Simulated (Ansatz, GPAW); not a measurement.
# Work function of Li/Nb(110) at several levels

Aim: the work function of both faces of Li/Nb(110), and its spread over functionals and bases.

Main program and level: GPAW 26.7.0 and Ansatz 0.2.0; Ansatz plane waves; slab in vacuum with a dipole correction, relaxation; PAW set soft_1, in the first sound run; inputs show where later runs differ.

## 1. The structure

The cell holds 5 atoms: 4 Nb and 1 Li. Its edges and angles: a = 2.858 Å, b = 2.858 Å, c = 23.585 Å, α = 90.0°, β = 90.0°, γ = 70.5°. Vacuum lies along c.

## 2. Relaxing the atoms

The atoms are relaxed first, since the surface dipole, and with it the work function, follows the positions of the outer layers. The lowest 2 atoms are held at bulk positions and keep their forces.

input.yaml reads:

```yaml
crystal:
  lattice:
    - [2.3334523779, -1.65, 0.0]
    - [2.3334523779, 1.65, 0.0]
    - [0.0, 0.0, 23.5845119279]
  atoms:
    - { symbol: Nb, position: [0.0, 0.0, 0.2968049549] }
    - { symbol: Nb, position: [0.5, 0.5, 0.3957449875] }
    - { symbol: Nb, position: [0.0, 0.0, 0.49468502] }
    - { symbol: Nb, position: [0.5, 0.5, 0.5936250526] }
    - { symbol: Li, position: [0.0, 0.0, 0.7031950451] }
kpoints:
  mp_grid: { grid: [12, 12, 1] }
hamiltonian:
  xc: pbe
  pseudopotentials: { kind: paw, azcp: { folder: soft_1 } }
scf:
  occupations: { method: fermi_dirac, width: 0.1 }
efield:
  axis: 3
  dipole_correction: true
  ramp_width: 0.05
relax:
  f_tol: 0.02
  max_steps: 60
  constraints: [{ sites: [0, 1] }]
output:
  write_potential: true
  write_density: true
  volumetric_format: npy
```

Started as:

```
$ ansatz run input.yaml --threads 4 --pin off --max-ram 8192MiB --backend cpu --events-out ev --progress --plain --runs-dir out
```

Numbers of over 12 decimals in the logs are rounded to 6 here.

The log of the run:

```text
Engine: ansatz 0.2.0, x86_64-unknown-linux-gnu
Pseudopotentials: kind: paw
Pseudopotential: Nb, paw, valence charge 13, recommended cutoff 420 eV (normal), soft_1/Nb.paw.azcp
Pseudopotential: Li, paw, valence charge 3, recommended cutoff 420 eV (normal), soft_1/Li.paw.azcp
Functional definition: PBE
  parameter kappa = 0.804
  parameter beta = 0.066725
  exchange = pbe_x(kappa = kappa, mu = beta*pi^2/3)
  correlation = pbe_c(beta = beta)
Crystal: 5 atoms, lattice volume = 181.610 Å³
Basis set: ecut = 420 eV, 3565 PW (Γ), exchange–correlation on 40×40×320 points (8 copies of the dense FFT grid, shifted against one another)
Bands: 33, of which v1, the nominal top of the filled ones, is band 28 counted from 1 (27 counted from 0)
Symmetry: 4 space group operations
Space group: Cmm2 (ITA 35), of the structure as read, at distance tolerance 5.7e-5 Å
k-points: 43 of 144
Non-local potential: Nb, projectors of the file, l = 0: 3, l = 1: 2, l = 2: 2, l = 3: 1
Non-local potential: Li, projectors of the file, l = 0: 3, l = 1: 2, l = 2: 1
PAW form: soft (Blöchl's): semilocal exchange-correlation on the pseudo side does not see the compensation charge
PAW one-centre angular grid: Nb, 590 points (default); XC on 64 Gauss nodes
PAW one-centre angular grid: Li, 110 points (default); XC on 96 Gauss nodes
Initial density: superposition of atomic densities (neutral atoms: chi_scale 0, normalization atom)
Initial wavefunctions: pseudopotential atomic-orbital guess
Functional: x = pbe(κ = 0.804, μ = 0.219515), c = pbe(β = 0.066725)
SCF iter   1: F=—  HF=-18416.031660 eV  |F-HF|=—  |Δ(HF+E_count)|=         —  Δρ=5.55e-2  dr2=4.82e1  ethr=3.10e-3  p=-0.000 e·Å  D=-4.38e-7 V/Å  ΔV_dip=0.00 eV  dr2_dipole=2.65e0  V_vac-E_F(+/−)=6.78/6.78 eV  ⟨swp⟩=9.3  Hψ=7322  notcnv=0
efield: sawtooth ramp at fractional position 0.9750 (placed from the atoms, in the widest stretch of the axis that holds none; the zero of the levels goes with the place), width 0.0500; the density the first Hamiltonian is built on has a dipole p = -0.000 e·Å; the dipole correction subtracts the counter field D = -4.38e-7 V/Å, which shifts the + side's vacuum level by +0.00 eV against the − side's; the planar-averaged density in the ramp window peaks in size at 1.6e-6 e/Å³
preconditioner: auto → LDOS  [metal: Δε(μ)=0.049 eV  Ē_g=3.680 eV  σ=0.100 eV  W_gap=0.12  n_scr=16 (ndim 8)  ℏωp=12.6 eV  f_vac=0.426  D(μ)=3.45/eV (n_scr^D=12)  β→1.0]
SCF iter   2: F=—  HF=-18416.085610 eV  |F-HF|=—  |Δ(HF+E_count)|=   5.40e-2  Δρ=4.36e-2  dr2=1.47e2  ethr=3.10e-3  p=0.175 e·Å  D=1.75e-1 V/Å  ΔV_dip=-4.12 eV  dr2_dipole=4.72e1  V_vac-E_F(+/−)=-1.12/3.00 eV  ⟨swp⟩=10.0  Hψ=6643  notcnv=0  defer=1  recentre
SCF iter   3: F=—  HF=-18412.928215 eV  |F-HF|=—  |Δ(HF+E_count)|=    3.16e0  Δρ=2.32e-2  dr2=1.04e1  ethr=3.10e-3  p=0.034 e·Å  D=3.36e-2 V/Å  ΔV_dip=-0.79 eV  dr2_dipole=2.71e-2  V_vac-E_F(+/−)=4.96/5.75 eV  ⟨swp⟩=6.4  Hψ=4557  notcnv=0
SCF iter   4: F=—  HF=-18412.420256 eV  |F-HF|=—  |Δ(HF+E_count)|=   5.08e-1  Δρ=4.62e-3  dr2=1.95e-1  ethr=3.10e-3  p=-0.025 e·Å  D=-2.48e-2 V/Å  ΔV_dip=0.58 eV  dr2_dipole=8.69e-3  V_vac-E_F(+/−)=5.19/4.64 eV  ⟨swp⟩=4.7  Hψ=2825  notcnv=0  defer=2
SCF iter   5: F=—  HF=-18412.400979 eV  |F-HF|=—  |Δ(HF+E_count)|=   1.93e-2  Δρ=2.05e-3  dr2=1.22e-1  ethr=3.54e-4  p=0.020 e·Å  D=2.02e-2 V/Å  ΔV_dip=-0.48 eV  dr2_dipole=2.30e-2  V_vac-E_F(+/−)=4.06/4.55 eV  ⟨swp⟩=3.4  Hψ=2412  notcnv=0  defer=1
SCF iter   6: F=—  HF=-18412.401381 eV  |F-HF|=—  |Δ(HF+E_count)|=   4.02e-4  Δρ=1.50e-3  dr2=1.44e-2  ethr=2.23e-4  p=0.058 e·Å  D=5.79e-2 V/Å  ΔV_dip=-1.36 eV  dr2_dipole=7.98e-3  V_vac-E_F(+/−)=3.17/4.52 eV  ⟨swp⟩=1.9  Hψ=1708  notcnv=0
SCF iter   7: F=—  HF=-18412.399113 eV  |F-HF|=—  |Δ(HF+E_count)|=   2.27e-3  Δρ=2.85e-4  dr2=1.86e-3  ethr=2.62e-5  p=0.054 e·Å  D=5.35e-2 V/Å  ΔV_dip=-1.26 eV  dr2_dipole=1.36e-3  V_vac-E_F(+/−)=3.25/4.51 eV  ⟨swp⟩=2.2  Hψ=2297  notcnv=0
SCF iter   8: F=—  HF=-18412.399511 eV  |F-HF|=—  |Δ(HF+E_count)|=   3.98e-4  Δρ=1.59e-4  dr2=2.66e-4  ethr=3.38e-6  p=0.045 e·Å  D=4.50e-2 V/Å  ΔV_dip=-1.06 eV  dr2_dipole=7.74e-6  V_vac-E_F(+/−)=3.46/4.52 eV  ⟨swp⟩=2.4  Hψ=1889  notcnv=0
SCF iter   9: F=—  HF=-18412.399682 eV  |F-HF|=—  |Δ(HF+E_count)|=   1.71e-4  Δρ=6.85e-5  dr2=1.85e-4  ethr=4.84e-7  p=0.044 e·Å  D=4.35e-2 V/Å  ΔV_dip=-1.03 eV  dr2_dipole=7.28e-5  V_vac-E_F(+/−)=3.51/4.53 eV  ⟨swp⟩=2.5  Hψ=2050  notcnv=0
SCF iter  10: F=—  HF=-18412.399682 eV  |F-HF|=—  |Δ(HF+E_count)|=   3.18e-7  Δρ=3.50e-5  dr2=6.89e-5  ethr=3.37e-7  p=0.044 e·Å  D=4.37e-2 V/Å  ΔV_dip=-1.03 eV  dr2_dipole=3.13e-5  V_vac-E_F(+/−)=3.50/4.53 eV  ⟨swp⟩=1.2  Hψ=1438  notcnv=0
SCF iter  11: F=-18412.399679 eV  HF=-18412.399681 eV  |F-HF|=2.53e-6  |Δ(HF+E_count)|=   1.02e-6  Δρ=1.28e-5  dr2=2.89e-6  ethr=1.82e-8  p=0.044 e·Å  D=4.40e-2 V/Å  ΔV_dip=-1.04 eV  dr2_dipole=3.90e-7  V_vac-E_F(+/−)=3.49/4.53 eV  ⟨swp⟩=12.0  Hψ=12699  notcnv=0
WARN: efield: at this solve's end the planar-averaged density reaches 1.22e-5 e/Å³ inside the ramp window [0.9326, 0.0674] (bound 1e-5 e/Å³); the window's nearer edge stands 5.41 Å from this solve's nearest atom along the axis. Its work functions, free energy, forces, stress, dipole, levels and responses can be off, and this figure does not tell by how much. A short vacuum, a low `basis.ecutwfc` or `basis.ecutrho_ratio` and negative occupations (`scf.occupations.method`) can put density there. See the manual's quickstart, § The vacuum guard
SCF 1 converged in 11 iterations: F = -18412.399679 eV  dr2 = 2.89e-6
  greatest PAW one-centre occupation: 1.000 electrons in one spin orbital (limit 2), on the Li atom at site 4 (counted from 0), in its partial waves of l = 0
relax step   1: F+E_penalty+E_count = -18412.39967872 eV  Δ(F+E_penalty+E_count) = +0.000e0 eV  max|allowed force component| = 2.422e-1 eV/Å  Δτ_max = 0.0000 Å  (11 SCF iters, dr2 threshold 1.00e-5 eV, accepted)
Initial density: handed on by an earlier stage of this run
Initial wavefunctions: those handed on with the density
SCF iter   1: F=—  HF=-18412.517561 eV  |F-HF|=—  |Δ(HF+E_count)|=         —  Δρ=1.03e-2  dr2=4.01e0  ethr=3.10e-3  p=0.044 e·Å  D=4.40e-2 V/Å  ΔV_dip=-1.04 eV  dr2_dipole=1.08e0  V_vac-E_F(+/−)=3.55/4.58 eV  ⟨swp⟩=5.6  Hψ=3832  notcnv=0
[...]
SCF 2 converged in 7 iterations: F = -18412.417351 eV  dr2 = 1.70e-6
relax step   2: F+E_penalty+E_count = -18412.41735051 eV  Δ(F+E_penalty+E_count) = -1.767e-2 eV  max|allowed force component| = 1.575e-1 eV/Å  Δτ_max = 0.1949 Å  (7 SCF iters, dr2 threshold 3.67e-6 eV, accepted)
iter 1 solved again at ethr=2.25e-3 eV; its pass at ethr=3.10e-3 eV (dr2=1.24e0 eV) is discarded
SCF iter   1: F=—  HF=-18412.451142 eV  |F-HF|=—  |Δ(HF+E_count)|=         —  Δρ=6.48e-3  dr2=1.12e0  ethr=2.25e-3  p=0.056 e·Å  D=5.54e-2 V/Å  ΔV_dip=-1.31 eV  dr2_dipole=3.82e-1  V_vac-E_F(+/−)=3.21/4.52 eV  ⟨swp⟩=1.1  Hψ=4948  notcnv=0
efield: sawtooth ramp at fractional position 0.9750 (handed on by an earlier solve), width 0.0500; the density the first Hamiltonian is built on has a dipole p = 0.056 e·Å; the dipole correction subtracts the counter field D = 5.54e-2 V/Å, which shifts the + side's vacuum level by -1.31 eV against the − side's; the planar-averaged density in the ramp window peaks in size at 7.3e-6 e/Å³
preconditioner: auto → LDOS  [metal: Δε(μ)=0.015 eV  Ē_g=3.127 eV  σ=0.100 eV  W_gap=0.04  n_scr=16 (ndim 8)  ℏωp=12.6 eV  f_vac=0.454  D(μ)=6.02/eV (n_scr^D=38)  β→1.0]
SCF iter   2: F=—  HF=-18412.426496 eV  |F-HF|=—  |Δ(HF+E_count)|=   2.46e-2  Δρ=1.44e-3  dr2=7.65e-3  ethr=2.03e-3  p=0.056 e·Å  D=5.60e-2 V/Å  ΔV_dip=-1.32 eV  dr2_dipole=4.85e-4  V_vac-E_F(+/−)=3.19/4.52 eV  ⟨swp⟩=1.0  Hψ=1419  notcnv=0
SCF iter   3: F=—  HF=-18412.426649 eV  |F-HF|=—  |Δ(HF+E_count)|=   1.53e-4  Δρ=7.91e-4  dr2=1.73e-3  ethr=1.39e-5  p=0.055 e·Å  D=5.46e-2 V/Å  ΔV_dip=-1.29 eV  dr2_dipole=1.32e-4  V_vac-E_F(+/−)=3.24/4.53 eV  ⟨swp⟩=2.1  Hψ=2447  notcnv=0
SCF iter   4: F=—  HF=-18412.426248 eV  |F-HF|=—  |Δ(HF+E_count)|=   4.01e-4  Δρ=1.43e-4  dr2=1.27e-4  ethr=3.15e-6  p=0.054 e·Å  D=5.42e-2 V/Å  ΔV_dip=-1.28 eV  dr2_dipole=2.92e-5  V_vac-E_F(+/−)=3.25/4.53 eV  ⟨swp⟩=2.0  Hψ=2392  notcnv=0
SCF iter   5: F=—  HF=-18412.426233 eV  |F-HF|=—  |Δ(HF+E_count)|=   1.52e-5  Δρ=7.34e-5  dr2=5.57e-5  ethr=2.32e-7  p=0.054 e·Å  D=5.35e-2 V/Å  ΔV_dip=-1.26 eV  dr2_dipole=9.08e-7  V_vac-E_F(+/−)=3.26/4.53 eV  ⟨swp⟩=3.3  Hψ=2912  notcnv=0
SCF iter   6: F=—  HF=-18412.426233 eV  |F-HF|=—  |Δ(HF+E_count)|=   1.90e-7  Δρ=2.68e-5  dr2=4.20e-6  ethr=1.01e-7  p=0.053 e·Å  D=5.30e-2 V/Å  ΔV_dip=-1.25 eV  dr2_dipole=1.18e-6  V_vac-E_F(+/−)=3.28/4.53 eV  ⟨swp⟩=2.1  Hψ=1925  notcnv=0
SCF iter   7: F=-18412.426234 eV  HF=-18412.426235 eV  |F-HF|=8.00e-7  |Δ(HF+E_count)|=   1.93e-6  Δρ=1.36e-5  dr2=1.26e-6  ethr=2.82e-9  p=0.053 e·Å  D=5.26e-2 V/Å  ΔV_dip=-1.24 eV  dr2_dipole=2.02e-7  V_vac-E_F(+/−)=3.29/4.53 eV  ⟨swp⟩=12.2  Hψ=12024  notcnv=0
SCF 3 converged in 7 iterations: F = -18412.426234 eV  dr2 = 1.26e-6
relax step   3: F+E_penalty+E_count = -18412.42623422 eV  Δ(F+E_penalty+E_count) = -8.884e-3 eV  max|allowed force component| = 5.722e-2 eV/Å  Δτ_max = 0.0792 Å  (7 SCF iters, dr2 threshold 1.55e-6 eV, accepted)
[...]
relax step   4: F+E_penalty+E_count = -18412.42665857 eV  Δ(F+E_penalty+E_count) = -4.243e-4 eV  max|allowed force component| = 8.676e-3 eV/Å  Δτ_max = 0.0187 Å  (6 SCF iters, dr2 threshold 4.32e-7 eV, accepted)
iter 1 solved again at ethr=3.35e-10 eV; its pass at ethr=3.10e-3 eV (dr2=1.84e-7 eV) is discarded
SCF iter   1: F=—  HF=-18412.426676 eV  |F-HF|=—  |Δ(HF+E_count)|=         —  Δρ=5.08e-6  dr2=1.84e-7  ethr=3.35e-10  p=0.052 e·Å  D=5.20e-2 V/Å  ΔV_dip=-1.23 eV  dr2_dipole=3.56e-8  V_vac-E_F(+/−)=3.30/4.53 eV  ⟨swp⟩=1.0  Hψ=3876  notcnv=0
efield: sawtooth ramp at fractional position 0.9750 (handed on by an earlier solve), width 0.0500; the density the first Hamiltonian is built on has a dipole p = 0.052 e·Å; the dipole correction subtracts the counter field D = 5.20e-2 V/Å, which shifts the + side's vacuum level by -1.23 eV against the − side's; the planar-averaged density in the ramp window peaks in size at 7.0e-6 e/Å³
preconditioner: auto → LDOS  [metal: Δε(μ)=0.005 eV  Ē_g=3.111 eV  σ=0.100 eV  W_gap=0.01  n_scr=16 (ndim 8)  ℏωp=12.6 eV  f_vac=0.452  D(μ)=6.38/eV (n_scr^D=46)  β→1.0]
SCF iter   2: F=-18412.426659 eV  HF=-18412.426659 eV  |F-HF|=6.90e-8  |Δ(HF+E_count)|=   1.75e-5  Δρ=3.46e-6  dr2=8.28e-8  ethr=1.82e-10  p=0.052 e·Å  D=5.21e-2 V/Å  ΔV_dip=-1.23 eV  dr2_dipole=1.10e-8  V_vac-E_F(+/−)=3.30/4.53 eV  ⟨swp⟩=8.3  Hψ=10833  notcnv=0
SCF 5 converged in 2 iterations: F = -18412.426659 eV  dr2 = 8.28e-8
relax step   5: F+E_penalty+E_count = -18412.42665865 eV  Δ(F+E_penalty+E_count) = -8.600e-8 eV  max|allowed force component| = 8.793e-3 eV/Å  Δτ_max = 0.0000 Å  (2 SCF iters, accepted)
NSCF: frozen V_eff on 43 k-points
the band table was solved once a step of the walk had ended and its energy, with any forces and stress, was formed, with the checks that follow a solve (7499 applications of the Hamiltonian). They found nothing against the state; the energy, forces and stress were not computed again (output.eigenvalues in the input reference)
WARN: The output density's exchange-correlation potential varies sharply where the density is thin. Do not read a vacuum level from v_tot or v_xc, or from such a field of the output density. On a cell that repeats whose density bears no net charge and no dipole along the vacuum's axis use v_es (v_loc + v_h of the components); under efield.dipole_correction with no amplitude use v_es + v_field, which holds any externa [...]
SCF converged after 2 iterations
Free energy (F): -18412.426659 eV
Harris-Foulkes:  -18412.426659 eV  (|F-HF|=6.90e-8)
Internal energy: -18412.218600 eV  (E = F + TS)
E sigma→0 (E₀):  -18412.322629 eV
Entropy (-TS):   -0.208059 eV (-41.612 meV/atom)
Fermi energy:    5.406099 eV
Dipole field:    D = 0.051923 V/Å  (p = 0.052112 e·Å, saw-weighted, corrected)
Work function:   Φ+ = 3.2993 eV   Φ− = 4.5240 eV
Levels:          The Fermi level and band energies are counted from a zero that moves with the ramp; work functions are not
--- Per-component energies (eV) ---
  E_band       = -996.035574
  E_kinetic    = 1504.839259
  E_local      = -49353.496734  (includes V_loc(G=0)·N_el)
  E_nonlocal   = 361.833163
  E_hartree    = 23893.462751
  E_xc         = -668.844747
  E_vxc        = -810.128386  (∫ρ·V_xc dr)
  E_paw        = -12353.127763  (= ΣΔE_a)
  E_vpaw       = -488.807240  (= ΣTr[D̂ρ^β])
  E_aug_tail   = 0.000428  (compensation charges beyond the density's cutoff)
  E_efield     = 0.001353  (sawtooth field / dipole correction)
  E_vefield    = 2.782329  (∫n·V_field dr)
  E_ewald      = 18203.113691
  E_smearing   = -0.208059  (= −TS)
  E_closure    = 0.000000  (closes the sum)
  Σ components = -18412.426659   (vs F -18412.426659, Δ=0.00e0)
--- Forces (eV/Å), atoms counted from 1 ---
  atom   1  Nb     0.00000000     0.00000000     0.33195662
  atom   2  Nb     0.00000000     0.00000000    -0.33424582
  atom   3  Nb     0.00000000     0.00000000     0.00879285
  atom   4  Nb     0.00000000     0.00000000    -0.00647349
  atom   5  Li     0.00000000     0.00000000    -0.00008947
  max |Σ_I F_I| component: 5.93e-5 eV/Å
--- Band table (eV; the first three rows and the last of 43) ---
  k-point 0: bands = [... 24 lower, 4.8545, 4.9931, 5.2987, 5.4643, 5.6031, 5.9224, 6.0859, 6.9466, ... 1 higher]
  k-point 1: bands = [... 24 lower, 4.8592, 4.9441, 5.2427, 5.4239, 5.6750, 5.7082, 6.1583, 6.5538, ... 1 higher]
  k-point 2: bands = [... 24 lower, 4.6960, 4.9348, 4.9698, 5.1826, 5.3904, 5.7913, 6.2040, 6.4320, ... 1 higher]
  k-point 42: bands = [... 24 lower, 4.5300, 5.2885, 6.2860, 6.9843, 7.3348, 7.5208, 7.8077, 7.9668, ... 1 higher]
--- Relaxed structure (5 steps of the walk, 5 accepted, 0 SCFs on fresh bases) ---
  F+E_penalty+E_count = -18412.42665865 eV   max|allowed force component| = 8.793e-3 eV/Å
  atoms:
    - { symbol: Nb, position: [0.0, 0.0, 0.2968049549] }
    - { symbol: Nb, position: [0.5, 0.5, 0.3957449875] }
    - { symbol: Nb, position: [0.0, 0.0, 0.495496] }
    - { symbol: Nb, position: [0.5, 0.5, 0.592446] }
    - { symbol: Li, position: [0.0, 0.0, 0.694589] }
```

It took 17 s on 4 threads of AMD EPYC 9R14 (Zen 4), shared host; peak memory 0.71 GiB.

The steps of the relaxation:

```
step  energy less that of the first step (eV)  largest force component (eV/Å)
   1                                   0.0000                          0.2422
   2                                  -0.0177                          0.1575
   3                                  -0.0266                          0.0572
   4                                  -0.0270                          0.0087
   5                                  -0.0270                          0.0088
```

The run keeps the 4 symmetry operations that it works with, so distortions that break them were not tested.

The atoms that moved most (Å):

```
atom     dx     dy      dz  length
 Li5  0.000  0.000  -0.203   0.203
 Nb4  0.000  0.000  -0.028   0.028
 Nb3  0.000  0.000   0.019   0.019
```

Final coordinates:

```xyz
5
Lattice="2.3335 -1.6500 0.0000 2.3335 1.6500 0.0000 0.0000 0.0000 23.5845" Properties=species:S:1:pos:R:3
Nb    0.0000    0.0000    7.0000
Nb    2.3335    0.0000    9.3335
Nb    0.0000    0.0000   11.6860
Nb    2.3335    0.0000   13.9725
Li    0.0000    0.0000   16.3815
```

This step gave:

- free energy: -18412.4267 eV
- smearing term TS: 0.2081 eV
- symmetry operations: 4
- upper work function: 3.299 eV
- lower work function: 4.524 eV
- dipole along the normal: 0.05211 e·Å
- dipole field: 0.05192 V/Å
- vacuum level above: 8.705 eV
- vacuum level below: 9.930 eV

The electrostatic potential energy of an electron (with the applied field's), less the Fermi level, planar mean oscillates, so the rows of the table below give means over windows of 2.36 Å about each position, cut where the curve ends. Its maxima inside the range that stand out by 2 % of the span (Å: eV): 0.6: 4.53, 8.1: -1.19, 10.5: -1.05, 12.8: -1.57, 15.5: 1.14. Its minima: 6.9: -20.1, 9.3: -19.9, 11.6: -20.0, 14.0: -20.1, 16.4: -5.16.

The electrostatic potential energy of an electron (with the applied field's), less the Fermi level, planar mean by z; means over each step:

```
z (Å)  electrostatic potential energy of an electron (with the applied field's), less the Fermi level, planar mean (eV)
 1.18                                                                                                              4.45
 3.54                                                                                                              4.46
 5.90                                                                                                             -4.54
 8.26                                                                                                             -10.5
10.62                                                                                                             -10.3
12.98                                                                                                             -11.0
15.34                                                                                                             -4.48
17.70                                                                                                             0.930
20.06                                                                                                              3.26
22.42                                                                                                              3.34
```

The valence density, planar mean by z:

z (Å), valence density, planar mean (e/Å³) and a bar:
```
      2.5       0.00 
      3.0       0.00 
      3.5       0.00 
      4.0       0.00 
      4.5       0.01 
      5.0       0.02 
      5.5       0.05 #
      6.0       0.17 ####
      6.5       0.79 ##################
      7.0       1.28 ##############################
      7.5       0.80 ###################
      8.0       0.29 #######
      8.5       0.37 #########
      9.0       1.07 #########################
      9.5       1.23 ############################
     10.0       0.54 #############
     10.5       0.26 ######
     11.0       0.52 ############
     11.5       1.22 ############################
     12.0       1.09 #########################
     12.5       0.39 #########
     13.0       0.30 #######
     13.5       0.85 ####################
     14.0       1.29 ##############################
     14.5       0.74 #################
     15.0       0.19 ####
     15.5       0.10 ##
     16.0       0.19 ####
     16.5       0.44 ##########
     17.0       0.05 #
     17.5       0.02 #
     18.0       0.01 
     18.5       0.01 
     19.0       0.00 
     19.5       0.00 
     20.0       0.00 
     20.5       0.00 
     21.0       0.00
```

The relaxation lowered the energy of the cell by 0.0270 eV.

(Part 1 of 3 ends here.)

[Logs are printed without paths, hosts, clocks, repeated set-up lines and the standing remarks that a program may print on its own settings, such as how far it seeks lower states.]

[Hosts, paths, dates, database ids (printed as entryN), source tags and the programs' standing remarks are cut or masked in the printed files.]
